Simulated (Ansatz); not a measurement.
## A hypothetical structure for NaZn2Ga2

This structure for NaZn2Ga2 is made up. Its elements were placed in a known structure type with a cell scaled to their sizes. What cell does the guess relax to, and how far off was it?

Calculated with Ansatz 0.2.0; DFT, PBE, plane-wave PAW, files of the set soft_1, scalar-relativistic, no spin, cell and ions relaxed at zero pressure; PAW set soft_1, in the first sound run; inputs show where later runs differ.

## (1) The starting structure

Symmetry: I4/mmm, No. 139, tetragonal system. The conventional cell has a = 4.082 Å, b = 4.082 Å, c = 11.287 Å, α = 90.00°, β = 90.00°, γ = 90.00°. Nearest to Ga lie 1 Ga at 2.56 Å and 4 Zn at 2.56 Å and 4 Na at 3.16 Å. Zn has 4 Ga at 2.56 Å and 4 Zn at 2.89 Å and 4 Na at 3.48 Å nearest. Nearest to Na lie 8 Ga at 3.16 Å and 8 Zn at 3.48 Å. Farther neighbours are not listed.

## (2) Relaxing cell and atoms

The guess takes its coordinates from another compound and its volume from a rule, so the cell and any free coordinates are relaxed together.

File input.yaml:

```yaml
crystal:
  lattice:
    - [-2.041, 2.041, 5.6435]
    - [2.041, -2.041, 5.6435]
    - [2.041, 2.041, -5.6435]
  atoms:
    - { symbol: Ga, position: [0.6133, 0.6133, 0.0] }
    - { symbol: Ga, position: [0.3867, 0.3867, 0.0] }
    - { symbol: Zn, position: [0.25, 0.75, 0.5] }
    - { symbol: Zn, position: [0.75, 0.25, 0.5] }
    - { symbol: Na, position: [0.0, 0.0, 0.0] }
kpoints:
  mp_grid: { grid: [9, 9, 9] }
scf:
  occupations: { method: fermi_dirac, width: 0.05 }
hamiltonian:
  xc: pbe
  pseudopotentials: { kind: paw, azcp: { folder: soft_1 } }
relax:
  f_tol: 0.015
  max_steps: 70
  cell: {}
output:
  forces: true
  stress: true
```

Started as:

```console
$ ansatz run input.yaml --threads 4 --pin off --max-ram 8192MiB --backend cpu --events-out ev --progress --plain --runs-dir out
```

Numbers of over 12 decimals in the logs are rounded to 6 here.

Log:

```text
basis.fft_grid_basis auto: the FFT boxes are laid along the combinations [[1, 0, 1], [0, 1, 1], [0, 0, 1]] of the cell's own vectors, 4.082, 4.082 and 6.339 Å long. The dense box has 30×30×45 points. Along the cell's own vectors, as sized, it would have 45×45×45, 2.25 times as many. Of the 16 symmetry operations that the crystal satisfies within crystal.symmetry.tolerance (time reversal apart; of a slab, those that k [...]
Engine: ansatz 0.2.0, x86_64-unknown-linux-gnu
Pseudopotentials: kind: paw
Pseudopotential: Ga, paw, valence charge 13, recommended cutoff 420 eV (normal), soft_1/Ga.paw.azcp
Pseudopotential: Zn, paw, valence charge 12, recommended cutoff 420 eV (normal), soft_1/Zn.paw.azcp
Pseudopotential: Na, paw, valence charge 9, recommended cutoff 420 eV (normal), soft_1/Na.paw.azcp
Functional definition: PBE
  parameter kappa = 0.804
  parameter beta = 0.066725
  exchange = pbe_x(kappa = kappa, mu = beta*pi^2/3)
  correlation = pbe_c(beta = beta)
Crystal: 5 atoms, lattice volume = 94.036 Å³
Basis set: ecut = 420 eV, 1847 PW (Γ), FFT grids on a1+a3, a2+a3, a3, exchange–correlation on 60×60×90 points (8 copies of the dense FFT grid, shifted against one another)
Bands: 36, of which v1, the nominal top of the filled ones, is band 30 counted from 1 (29 counted from 0)
Symmetry: 16 space group operations
Space group: I4/mmm (ITA 139), of the structure as read, at distance tolerance 4.5e-5 Å
k-points: 75 of 729
Non-local potential: Ga, projectors of the file, l = 0: 2, l = 1: 2, l = 2: 3, l = 3: 1
Non-local potential: Zn, projectors of the file, l = 0: 2, l = 1: 2, l = 2: 3, l = 3: 1
Non-local potential: Na, projectors of the file, l = 0: 3, l = 1: 2, l = 2: 1
PAW form: soft (Blöchl's): semilocal exchange-correlation on the pseudo side does not see the compensation charge
PAW one-centre angular grid: Ga, 590 points (default); XC on 64 Gauss nodes
PAW one-centre angular grid: Zn, 590 points (default); XC on 64 Gauss nodes
PAW one-centre angular grid: Na, 110 points (default); XC on 64 Gauss nodes
Initial density: superposition of atomic densities (chi_scale 0.1, normalization cell, long waves kept (reshape's long-wave potential 0.01 eV rms))
Initial wavefunctions: pseudopotential atomic-orbital guess
Functional: x = pbe(κ = 0.804, μ = 0.219515), c = pbe(β = 0.066725)
SCF iter   1: F=—  HF=-15691.534593 eV  |F-HF|=—  |Δ(HF+E_count)|=         —  Δρ=5.06e-2  dr2=2.71e0  ethr=3.10e-3  ⟨swp⟩=6.1  Hψ=11792  notcnv=0  defer=6
preconditioner: auto → Kerker (q_TF=auto, 2.524 Å⁻¹)  [metal: Δε(μ)=0.022 eV  Ē_g=14.129 eV  σ=0.050 eV  W_gap=0.11  n_scr=32 (ndim 8)  ℏωp=28.9 eV  f_vac=0.000  D(μ)=2.04/eV (n_scr^D=10)]
SCF iter   2: F=—  HF=-15690.989876 eV  |F-HF|=—  |Δ(HF+E_count)|=   5.45e-1  Δρ=2.35e-2  dr2=5.48e-1  ethr=3.10e-3  ⟨swp⟩=3.0  Hψ=5799  notcnv=0  defer=99
SCF iter   3: F=—  HF=-15690.881015 eV  |F-HF|=—  |Δ(HF+E_count)|=   1.09e-1  Δρ=1.37e-2  dr2=3.44e-1  ethr=9.29e-4  ⟨swp⟩=2.0  Hψ=4764  notcnv=0  defer=99
SCF iter   4: F=—  HF=-15690.819034 eV  |F-HF|=—  |Δ(HF+E_count)|=   6.20e-2  Δρ=6.30e-3  dr2=3.40e-2  ethr=5.83e-4  ⟨swp⟩=2.5  Hψ=4066  notcnv=0  defer=99
SCF iter   5: F=—  HF=-15690.817510 eV  |F-HF|=—  |Δ(HF+E_count)|=   1.52e-3  Δρ=2.95e-3  dr2=9.12e-3  ethr=5.76e-5  ⟨swp⟩=2.0  Hψ=5600  notcnv=0  defer=102
SCF iter   6: F=—  HF=-15690.813250 eV  |F-HF|=—  |Δ(HF+E_count)|=   4.26e-3  Δρ=1.12e-3  dr2=2.22e-3  ethr=1.55e-5  ⟨swp⟩=2.0  Hψ=4882  notcnv=0  defer=102
SCF iter   7: F=—  HF=-15690.812764 eV  |F-HF|=—  |Δ(HF+E_count)|=   4.87e-4  Δρ=8.26e-4  dr2=7.55e-4  ethr=3.77e-6  ⟨swp⟩=2.4  Hψ=4145  notcnv=0  defer=102
SCF iter   8: F=—  HF=-15690.812645 eV  |F-HF|=—  |Δ(HF+E_count)|=   1.19e-4  Δρ=1.62e-4  dr2=2.72e-5  ethr=1.28e-6  ⟨swp⟩=2.1  Hψ=4648  notcnv=0  defer=102
SCF iter   9: F=—  HF=-15690.812656 eV  |F-HF|=—  |Δ(HF+E_count)|=   1.09e-5  Δρ=5.04e-5  dr2=1.89e-6  ethr=4.62e-8  ⟨swp⟩=2.0  Hψ=3760  notcnv=0  defer=102
SCF iter  10: F=-15690.812656 eV  HF=-15690.812656 eV  |F-HF|=4.42e-8  |Δ(HF+E_count)|=   4.37e-7  Δρ=9.66e-6  dr2=9.62e-8  ethr=1.69e-10  ⟨swp⟩=3.0  Hψ=12173  notcnv=0
SCF 1 converged in 10 iterations: F = -15690.812656 eV  dr2 = 9.62e-8
  greatest PAW one-centre occupation: 0.999 electrons in one spin orbital (limit 2), on the Na atom at site 4 (counted from 0), in its partial waves of l = 0
relax step   1: F+E_penalty+E_count = -15690.81265613 eV  Δ(F+E_penalty+E_count) = +0.000e0 eV  max|allowed force component| = 4.206e-1 eV/Å  Δτ_max = 0.0000 Å  P = +2.400 GPa  Ω = 94.036 Å³  (10 SCF iters, dr2 threshold 1.00e-7 eV, accepted)
Crystal: 5 atoms, lattice volume = 96.717 Å³
Basis set: ecut = 420 eV, 1911 PW (Γ), FFT grids on a1+a3, a2+a3, a3, exchange–correlation on 60×60×90 points (8 copies of the dense FFT grid, shifted against one another)
Initial density: handed on by an earlier stage of this run
Initial wavefunctions: those handed on with the density
iter 1 solved again at ethr=7.15e-6 eV; its pass at ethr=3.10e-3 eV (dr2=4.22e-3 eV) is discarded
SCF iter   1: F=—  HF=-15690.851154 eV  |F-HF|=—  |Δ(HF+E_count)|=         —  Δρ=2.52e-3  dr2=4.32e-3  ethr=7.15e-6  ⟨swp⟩=2.1  Hψ=14888  notcnv=0
preconditioner: auto → Kerker (q_TF=auto, 2.513 Å⁻¹)  [metal: Δε(μ)=0.033 eV  Ē_g=14.718 eV  σ=0.050 eV  W_gap=0.16  n_scr=32 (ndim 8)  ℏωp=28.5 eV  f_vac=0.000  D(μ)=2.42/eV (n_scr^D=10)]
SCF iter   2: F=—  HF=-15690.850269 eV  |F-HF|=—  |Δ(HF+E_count)|=   8.85e-4  Δρ=9.24e-4  dr2=4.79e-4  ethr=7.15e-6  ⟨swp⟩=2.0  Hψ=3586  notcnv=0
SCF iter   3: F=—  HF=-15690.850135 eV  |F-HF|=—  |Δ(HF+E_count)|=   1.34e-4  Δρ=5.65e-4  dr2=3.46e-4  ethr=8.12e-7  ⟨swp⟩=2.0  Hψ=3662  notcnv=0
SCF iter   4: F=—  HF=-15690.850113 eV  |F-HF|=—  |Δ(HF+E_count)|=   2.22e-5  Δρ=2.54e-4  dr2=6.76e-5  ethr=5.87e-7  ⟨swp⟩=2.1  Hψ=3644  notcnv=0
SCF iter   5: F=—  HF=-15690.850111 eV  |F-HF|=—  |Δ(HF+E_count)|=   1.59e-6  Δρ=8.95e-5  dr2=9.01e-6  ethr=1.15e-7  ⟨swp⟩=2.4  Hψ=4670  notcnv=0
SCF iter   6: F=—  HF=-15690.850108 eV  |F-HF|=—  |Δ(HF+E_count)|=   3.47e-6  Δρ=3.05e-5  dr2=1.72e-6  ethr=1.53e-8  ⟨swp⟩=2.0  Hψ=4653  notcnv=0
SCF iter   7: F=—  HF=-15690.850108 eV  |F-HF|=—  |Δ(HF+E_count)|=   1.80e-7  Δρ=1.91e-5  dr2=5.46e-7  ethr=8.47e-10  ⟨swp⟩=4.2  Hψ=9364  notcnv=0
SCF iter   8: F=-15690.850108 eV  HF=-15690.850108 eV  |F-HF|=9.29e-9  |Δ(HF+E_count)|=   1.06e-7  Δρ=6.30e-6  dr2=5.00e-8  ethr=8.47e-10  ⟨swp⟩=4.0  Hψ=8922  notcnv=0
SCF 2 converged in 8 iterations: F = -15690.850108 eV  dr2 = 5.00e-8
relax step   2: F+E_penalty+E_count = -15690.85010760 eV  Δ(F+E_penalty+E_count) = -3.745e-2 eV  max|allowed force component| = 1.447e-1 eV/Å  Δτ_max = 0.0142 Å  P = +0.916 GPa  Ω = 96.717 Å³  energy of the carried Pulay correction = -9.516e-4 eV  (8 SCF iters, dr2 threshold 5.00e-7 eV, accepted)
Crystal: 5 atoms, lattice volume = 98.546 Å³
Basis set: ecut = 420 eV, 1943 PW (Γ), FFT grids on a1+a3, a2+a3, a3, exchange–correlation on 60×60×90 points (8 copies of the dense FFT grid, shifted against one another)
iter 1 solved again at ethr=3.12e-6 eV; its pass at ethr=3.10e-3 eV (dr2=1.84e-3 eV) is discarded
SCF iter   1: F=—  HF=-15690.857761 eV  |F-HF|=—  |Δ(HF+E_count)|=         —  Δρ=1.51e-3  dr2=1.92e-3  ethr=3.12e-6  ⟨swp⟩=2.1  Hψ=15517  notcnv=0
preconditioner: auto → Kerker (q_TF=auto, 2.505 Å⁻¹)  [metal: Δε(μ)=0.021 eV  Ē_g=14.636 eV  σ=0.050 eV  W_gap=0.10  n_scr=32 (ndim 8)  ℏωp=28.2 eV  f_vac=0.000  D(μ)=2.45/eV (n_scr^D=10)]
SCF iter   2: F=—  HF=-15690.857382 eV  |F-HF|=—  |Δ(HF+E_count)|=   3.79e-4  Δρ=5.61e-4  dr2=2.95e-4  ethr=3.12e-6  ⟨swp⟩=2.0  Hψ=3578  notcnv=0
SCF iter   3: F=—  HF=-15690.857315 eV  |F-HF|=—  |Δ(HF+E_count)|=   6.65e-5  Δρ=3.47e-4  dr2=2.06e-4  ethr=4.99e-7  ⟨swp⟩=2.0  Hψ=3527  notcnv=0
SCF iter   4: F=—  HF=-15690.857287 eV  |F-HF|=—  |Δ(HF+E_count)|=   2.90e-5  Δρ=1.48e-4  dr2=2.17e-5  ethr=3.49e-7  ⟨swp⟩=2.0  Hψ=3700  notcnv=0
SCF iter   5: F=—  HF=-15690.857284 eV  |F-HF|=—  |Δ(HF+E_count)|=   2.94e-6  Δρ=3.28e-5  dr2=2.09e-6  ethr=3.68e-8  ⟨swp⟩=2.0  Hψ=3758  notcnv=0
SCF iter   6: F=—  HF=-15690.857283 eV  |F-HF|=—  |Δ(HF+E_count)|=   3.19e-7  Δρ=2.35e-5  dr2=7.27e-7  ethr=8.47e-10  ⟨swp⟩=4.4  Hψ=9692  notcnv=0
SCF iter   7: F=-15690.857283 eV  HF=-15690.857283 eV  |F-HF|=2.67e-8  |Δ(HF+E_count)|=   9.80e-8  Δρ=7.95e-6  dr2=6.29e-8  ethr=8.47e-10  ⟨swp⟩=4.1  Hψ=9496  notcnv=0
SCF 3 converged in 7 iterations: F = -15690.857283 eV  dr2 = 6.29e-8
relax step   3: F+E_penalty+E_count = -15690.85728315 eV  Δ(F+E_penalty+E_count) = -7.176e-3 eV  max|allowed force component| = 8.057e-3 eV/Å  Δτ_max = 0.0058 Å  P = +0.093 GPa  Ω = 98.546 Å³  energy of the carried Pulay correction = -1.576e-3 eV  (7 SCF iters, dr2 threshold 5.00e-7 eV, accepted)
[...]
relax step   4: F+E_penalty+E_count = -15690.85822278 eV  Δ(F+E_penalty+E_count) = -9.396e-4 eV  max|allowed force component| = 3.525e-3 eV/Å  Δτ_max = 0.0070 Å  P = -0.012 GPa  Ω = 98.999 Å³  energy of the carried Pulay correction = -1.728e-3 eV  (8 SCF iters, dr2 threshold 7.12e-8 eV, accepted)
[...]
relax step   5: F+E_penalty+E_count = -15690.85942544 eV  Δ(F+E_penalty+E_count) = -1.203e-3 eV  max|allowed force component| = 2.135e-2 eV/Å  Δτ_max = 0.0288 Å  P = -0.229 GPa  Ω = 100.288 Å³  energy of the carried Pulay correction = -2.153e-3 eV  (9 SCF iters, dr2 threshold 7.30e-8 eV, accepted)
[...]
relax step   6: F+E_penalty+E_count = -15690.86018673 eV  Δ(F+E_penalty+E_count) = -7.613e-4 eV  max|allowed force component| = 2.449e-3 eV/Å  Δτ_max = 0.0038 Å  P = -0.019 GPa  Ω = 99.673 Å³  energy of the carried Pulay correction = -1.951e-3 eV  (7 SCF iters, dr2 threshold 1.90e-7 eV, accepted)
Initial wavefunctions: pseudopotential atomic-orbital guess (no wavefunctions were taken with the density)
iter 1 solved again at ethr=8.75e-7 eV; its pass at ethr=3.10e-3 eV (dr2=5.16e-4 eV) is discarded
SCF iter   1: F=—  HF=-15690.855690 eV  |F-HF|=—  |Δ(HF+E_count)|=         —  Δρ=7.80e-4  dr2=1.91e-5  ethr=8.75e-7  ⟨swp⟩=2.9  Hψ=17883  notcnv=0
preconditioner: auto → Kerker (q_TF=auto, 2.500 Å⁻¹)  [metal: Δε(μ)=0.037 eV  Ē_g=14.606 eV  σ=0.050 eV  W_gap=0.18  n_scr=32 (ndim 8)  ℏωp=28.1 eV  f_vac=0.000  D(μ)=1.96/eV (n_scr^D=10)]
SCF iter   2: F=—  HF=-15690.860240 eV  |F-HF|=—  |Δ(HF+E_count)|=   4.55e-3  Δρ=4.28e-4  dr2=1.74e-5  ethr=3.24e-8  ⟨swp⟩=2.0  Hψ=4625  notcnv=0
SCF iter   3: F=—  HF=-15690.861656 eV  |F-HF|=—  |Δ(HF+E_count)|=   1.42e-3  Δρ=1.15e-4  dr2=5.33e-7  ethr=2.94e-8  ⟨swp⟩=2.0  Hψ=3820  notcnv=0
SCF iter   4: F=—  HF=-15690.861777 eV  |F-HF|=—  |Δ(HF+E_count)|=   1.20e-4  Δρ=1.17e-5  dr2=5.06e-8  ethr=9.04e-10  ⟨swp⟩=2.0  Hψ=4822  notcnv=0
SCF iter   5: F=—  HF=-15690.861777 eV  |F-HF|=—  |Δ(HF+E_count)|=   7.19e-7  Δρ=9.12e-6  dr2=4.22e-8  ethr=8.57e-11  ⟨swp⟩=2.0  Hψ=4610  notcnv=0
SCF iter   6: F=—  HF=-15690.861777 eV  |F-HF|=—  |Δ(HF+E_count)|=   3.60e-7  Δρ=7.22e-6  dr2=1.39e-8  ethr=7.15e-11  ⟨swp⟩=2.0  Hψ=4346  notcnv=0
SCF iter   7: F=—  HF=-15690.861777 eV  |F-HF|=—  |Δ(HF+E_count)|=   4.03e-7  Δρ=1.82e-6  dr2=4.24e-9  ethr=2.36e-11  ⟨swp⟩=2.7  Hψ=4648  notcnv=0
SCF iter   8: F=—  HF=-15690.861777 eV  |F-HF|=—  |Δ(HF+E_count)|=   2.06e-8  Δρ=6.21e-7  dr2=1.18e-9  ethr=7.18e-12  ⟨swp⟩=3.0  Hψ=4848  notcnv=0
SCF iter   9: F=—  HF=-15690.861777 eV  |F-HF|=—  |Δ(HF+E_count)|=  3.09e-10  Δρ=2.58e-7  dr2=1.77e-10  ethr=2.00e-12  ⟨swp⟩=2.0  Hψ=4908  notcnv=0
SCF iter  10: F=-15690.861777 eV  HF=-15690.861777 eV  |F-HF|=3.64e-12  |Δ(HF+E_count)|=  6.18e-11  Δρ=7.29e-8  dr2=4.16e-12  ethr=1.00e-12  ⟨swp⟩=5.0  Hψ=9793  notcnv=0
SCF 7 converged in 10 iterations: F = -15690.861777 eV  dr2 = 4.16e-12
relax step   7: F+E_penalty+E_count = -15690.86177737 eV  Δ(F+E_penalty+E_count) = -1.591e-3 eV  max|allowed force component| = 2.342e-3 eV/Å  Δτ_max = 0.0000 Å  P = -0.029 GPa  Ω = 99.673 Å³  stress off target by 3.65e-2 GPa  SCF on the basis re-selected at this cell (its energy is not comparable with the rows above)  (10 SCF iters)
basis re-selected at this cell: Δ(F+E_penalty+E_count) = -1.591e-3 eV, ΔP = -0.010 GPa vs the last step (what re-selecting the basis moved, of the pressure what is left beyond the Pulay correction that the steps carried, after the strain that the cell walked since its last selection, with what the two solves' SCF thresholds leave and, on support functions, any second-order correction that the steps lacked; it is no m [...]
SCF converged after 10 iterations
Free energy (F): -15690.861777 eV
Harris-Foulkes:  -15690.861777 eV  (|F-HF|=3.64e-12)
Internal energy: -15690.845414 eV  (E = F + TS)
E sigma→0 (E₀):  -15690.853596 eV
Entropy (-TS):   -0.016364 eV (-3.273 meV/atom)
Fermi energy:    7.220007 eV
--- Per-component energies (eV) ---
  E_band       = -297.535303
  E_kinetic    = 629.599872
  E_local      = -8359.898721  (includes V_loc(G=0)·N_el)
  E_nonlocal   = 1719.999946
  E_hartree    = 3852.430210
  E_xc         = -320.907159
  E_vxc        = -261.778792  (∫ρ·V_xc dr)
  E_paw        = -8058.763000  (= ΣΔE_a)
  E_vpaw       = -1730.317233  (= ΣTr[D̂ρ^β])
  E_aug_tail   = -0.000870  (compensation charges beyond the density's cutoff)
  E_ewald      = -5153.305692
  E_smearing   = -0.016364  (= −TS)
  E_closure    = -0.000000  (closes the sum)
  Σ components = -15690.861777   (vs F -15690.861777, Δ=0.00e0)
--- Forces (eV/Å), atoms counted from 1 ---
  atom   1  Ga    -0.00000000     0.00000000     0.00234182
  atom   2  Ga     0.00000000     0.00000000    -0.00234182
  atom   3  Zn    -0.00000000     0.00000000    -0.00000000
  atom   4  Zn     0.00000000     0.00000000     0.00000000
  atom   5  Na     0.00000000     0.00000000     0.00000000
  max |Σ_I F_I| component: 1.39e-17 eV/Å
--- Stress (GPa, compression-positive) ---
       -0.025635      -0.000000       0.000000
       -0.000000      -0.025635      -0.000000
        0.000000      -0.000000      -0.036504
  P = ⅓ Tr σ = -0.0293 GPa (-0.293 kbar)
--- Relaxed structure (6 steps of the walk, 6 accepted, 1 SCFs on fresh bases) ---
  F+E_penalty+E_count = -15690.86177737 eV   max|allowed force component| = 2.342e-3 eV/Å   (the final SCF, on the basis selected at the relaxed cell)
  cell:  # Å, volume = 99.6732 Å³
    - [-2.125469, 2.125469, 5.515805]
    - [2.125469, -2.125469, 5.515805]
    - [2.125469, 2.125469, -5.515805]
  atoms:
    - { symbol: Ga, position: [0.614364, 0.614364, 0] }
    - { symbol: Ga, position: [0.385636, 0.385636, 0] }
    - { symbol: Zn, position: [0.250000, 0.75, 0.5] }
    - { symbol: Zn, position: [0.75, 0.250000, 0.5] }
    - { symbol: Na, position: [0, 0, 0] }
```

It took 21 s on 4 threads of Intel Xeon Platinum 8375C at 2.90GHz (Ice Lake), shared host; peak memory 0.73 GiB.

Relaxation path:

| step | energy less that of the first step (eV) | largest force component (eV/Å) | pressure (GPa) | volume (Å³) |
| --- | --- | --- | --- | --- |
| 1 | 0.0000 | 0.4206 | 2.40 | 94.04 |
| 2 | -0.0375 | 0.1447 | 0.92 | 96.72 |
| 3 | -0.0446 | 0.0081 | 0.09 | 98.55 |
| 4 | -0.0456 | 0.0035 | -0.01 | 99.00 |
| 5 | -0.0468 | 0.0213 | -0.23 | 100.29 |
| 6 | -0.0475 | 0.0024 | -0.02 | 99.67 |
| 7* | -0.0491 | 0.0023 | -0.03 | 99.67 |

Relaxation steps marked * repeat the geometry before them on a plane-wave basis chosen anew for their cell, so energy and pressure can jump there.

Forces are held to the 16 operations that the run works with; a distortion that breaks them can't arise in this run.

| conventional cell, symmetrised | before | after | change |
| --- | --- | --- | --- |
| a (Å) | 4.082 | 4.251 | +4.1 % |
| b (Å) | 4.082 | 4.251 | +4.1 % |
| c (Å) | 11.287 | 11.032 | -2.3 % |
| volume (Å³/atom) | 18.81 | 19.93 | +6.0 % |

The atoms that moved most (Å, as changes of fractional coordinates times the final cell):

| atom | dx | dy | dz | length |
| --- | --- | --- | --- | --- |
| Ga1 | 0.000 | 0.000 | 0.012 | 0.012 |
| Ga2 | 0.000 | 0.000 | -0.012 | 0.012 |

Final coordinates:

```cif
data_structure
_symmetry_space_group_name_H-M 'P 1'
_symmetry_Int_Tables_number 1
_cell_length_a 6.2817
_cell_length_b 6.2817
_cell_length_c 6.2817
_cell_angle_alpha 140.446
_cell_angle_beta 140.446
_cell_angle_gamma 57.177
_cell_volume 99.67
loop_
_atom_site_label
_atom_site_type_symbol
_atom_site_fract_x
_atom_site_fract_y
_atom_site_fract_z
_atom_site_occupancy
Ga1 Ga 0.61436 0.61436 0.00000 1
Ga2 Ga 0.38564 0.38564 0.00000 1
Zn3 Zn 0.25000 0.75000 0.50000 1
Zn4 Zn 0.75000 0.25000 0.50000 1
Na5 Na 0.00000 0.00000 0.00000 1
```

Numbers from this step:

* free energy: -15690.8618 eV
* energy at zero smearing: -15690.8536 eV
* smearing term TS: 0.01636 eV
* Fermi energy: 7.220 eV
* electrons: 59
* symmetry operations: 16
* pressure: -0.02926 GPa

The shortest distance of each pair, which need not be the same contact before and after:

| pair | guess (Å) | relaxed (Å) |
| --- | --- | --- |
| Ga–Ga | 2.558 | 2.523 |
| Ga–Zn | 2.559 | 2.599 |
| Zn–Zn | 2.886 | 3.006 |
| Ga–Na | 3.157 | 3.260 |
| Na–Zn | 3.483 | 3.482 |

The relaxation ends with a largest force component of 0.0023 eV/Å and a pressure of -0.03 GPa.

(Continued in part 2 of 2.)

[Logs are printed without paths, hosts, clocks, repeated set-up lines and the standing remarks that a program may print on its own settings, such as how far it seeks lower states.]

[Hosts, paths, dates, database ids (printed as entryN), source tags and the programs' standing remarks are cut or masked in the printed files.]
